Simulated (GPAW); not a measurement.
# A W chain with a Na atom on top of one atom: transmission at several levels

How well does a W chain with a Na atom on top of one atom conduct at low bias, and how far do basis and functional move the answer?

Method: GPAW LCAO, PAW setups; Landauer transmission from Green's functions with principal layers (ASE), zero bias, in GPAW 26.7.0.

## (1) The structure

The cell holds 16 atoms: 15 W and 1 Na. Its edges and angles: a = 9.000 Å, b = 9.000 Å, c = 33.750 Å, α = 90.0°, β = 90.0°, γ = 90.0°. Regions: left lead, 7 atoms (7 W); channel, 2 atoms (1 W and 1 Na); right lead, 7 atoms (7 W). Vacuum lies along a and b. The structure is stacked along c, and the current runs across the ab planes.

## (2) Double-zeta polarised basis

Localised orbitals split the wire into layers that couple to their neighbours alone, which is what the Green's function method needs; double zeta with polarisation is the usual level for numbers.

run.py

```python
import json
import numpy as np
from ase import Atoms
from ase.transport.calculators import TransportCalculator
from gpaw import GPAW, FermiDirac
from gpaw.lcao.tools import get_lcao_hamiltonian
from scipy.linalg import eigh

# The junction with lead layers at both ends, along the third cell vector
device = Atoms(
    ['W', 'W', 'W', 'W', 'W', 'W', 'W', 'W', 'Na', 'W', 'W', 'W', 'W', 'W', 'W', 'W'],
    positions=[
        [4.50000, 4.50000, 1.12500],
        [4.50000, 4.50000, 3.37500],
        [4.50000, 4.50000, 5.62500],
        [4.50000, 4.50000, 7.87500],
        [4.50000, 4.50000, 10.12500],
        [4.50000, 4.50000, 12.37500],
        [4.50000, 4.50000, 14.62500],
        [4.50000, 4.50000, 16.87500],
        [7.04630, 4.50000, 16.87500],
        [4.50000, 4.50000, 19.12500],
        [4.50000, 4.50000, 21.37500],
        [4.50000, 4.50000, 23.62500],
        [4.50000, 4.50000, 25.87500],
        [4.50000, 4.50000, 28.12500],
        [4.50000, 4.50000, 30.37500],
        [4.50000, 4.50000, 32.62500]],
    cell=[[9.0, 0.0, 0.0], [0.0, 9.0, 0.0], [0.0, 0.0, 33.75]],
    pbc=True)

# One principal layer of the lead: the first 5 atoms of the device
lead = Atoms(
    ['W', 'W', 'W', 'W', 'W'],
    positions=[
        [4.50000, 4.50000, 1.12500],
        [4.50000, 4.50000, 3.37500],
        [4.50000, 4.50000, 5.62500],
        [4.50000, 4.50000, 7.87500],
        [4.50000, 4.50000, 10.12500]],
    cell=[[9.0, 0.0, 0.0], [0.0, 9.0, 0.0], [0.0, 0.0, 11.25]],
    pbc=True)

settings = dict(mode='lcao', basis='dzp', xc='PBE', h=0.2,
                occupations=FermiDirac(0.1), maxiter=250,
                mixer=dict(beta=0.1, nmaxold=8, weight=100.0),
                convergence=dict(density=0.0001))
energies = np.arange(-2, 2 + 1e-9, 0.05)
eta = 0.0001
n1, n2 = 1, 1
# k and -k transmit alike, so half of the mesh across the current serves
mesh = [(i, j) for i in range(n1) for j in range(n2) if (i, j) <= (-i % n1, -j % n2)]
weights = np.array([1 if (i, j) == (-i % n1, -j % n2) else 2 for i, j in mesh]) / (n1 * n2)

# [... helper functions left out ...]
fermi_lead = ground_state(lead, (1, 1, 10), 'lead.txt')
fermi_device = ground_state(device, (1, 1, 3), 'device.txt')
# [... loop over the mesh left out, but for ...]
        # Shift the lead onto the potential of the device's first layer
        shift = ((H[:, 0, 0] - H0[:, 0, 0]) / S0[0, 0]).real.mean()
# [...]
kT = 8.617333e-5 * 500
bias = [0.1, 0.2, 0.5, 1.0, 1.5, 2.0]
# [... integrals and printing left out ...]
```

Started as:

```bash
> OMP_NUM_THREADS=1 OPENBLAS_NUM_THREADS=1 python run.py
```

Then come: GPAW, szp: basis = "szp(dzp)"; GPAW, sz: basis = "sz(dzp)"; RPBE in the dzp basis: xc = "RPBE"; all levels side by side; comparison; K-points along the lead 2, SCF mesh 1×1×6; A second varied run. Settings of the main run: DZP basis, PBE, grid spacing 0.2 Å, smearing width 0.1 eV, energies (-2, 2, 0.05) eV, broadening 0.0001 eV, 1×1×3 SCF mesh, 10 k-points along the leads, period 11.25 Å, temperature 500 K, bias (0.1, 0.2, 0.5, 1, 1.5, 2) V.

Before running: what should come out for the conductance; and transmission at the Fermi level, mean of the spins?

Current over bias at the lowest bias computed gives the conductance there: 451 μS, or 5.83 G₀ with G₀ = 2e²/h = 77.5 μS. In the dzp basis the junction conducts 5.83 G₀ at 500 K, with T = 5.83 a spin at the Fermi level; the sz basis reaches that conductance within 10 %. At the Fermi level the three most open eigenchannels pass 1.00, 1.00 and 1.00.

```
conductance                                        : 5.83 G₀
transmission at the Fermi level, mean of the spins : 5.83
thermopower                                        : about 0 (under 1.5 μV/K)
```

Measured against the first run (dzp), the nearest curve is that of dzp-RPBE (r.m.s. 0.019) and the farthest that of sz (0.048). Over the compared runs wall time goes from 154 s (sz) to 347 s (dzp-RPBE), on a shared host. The geometry was built from estimated bond lengths and not relaxed, so the numbers describe this model structure. The run had no spin polarisation, so a magnetic state, which chains and small molecules with open shells often have, wasn't tested. Spin-orbit coupling is left out, which matters for the heavy atoms here. An evenly spaced straight chain is an idealisation: free chains tend to dimerise, zigzag or, where a band edge lies near the Fermi level, turn magnetic. The currents use the zero-bias T(E) throughout, which holds only while the bias is small against the distance to the nearest feature.

[Logs are printed without paths, hosts, clocks, repeated set-up lines and the standing remarks that a program may print on its own settings, such as how far it seeks lower states.]

[Hosts, paths, dates, database ids (printed as entryN), source tags and the programs' standing remarks are cut or masked in the printed files.]
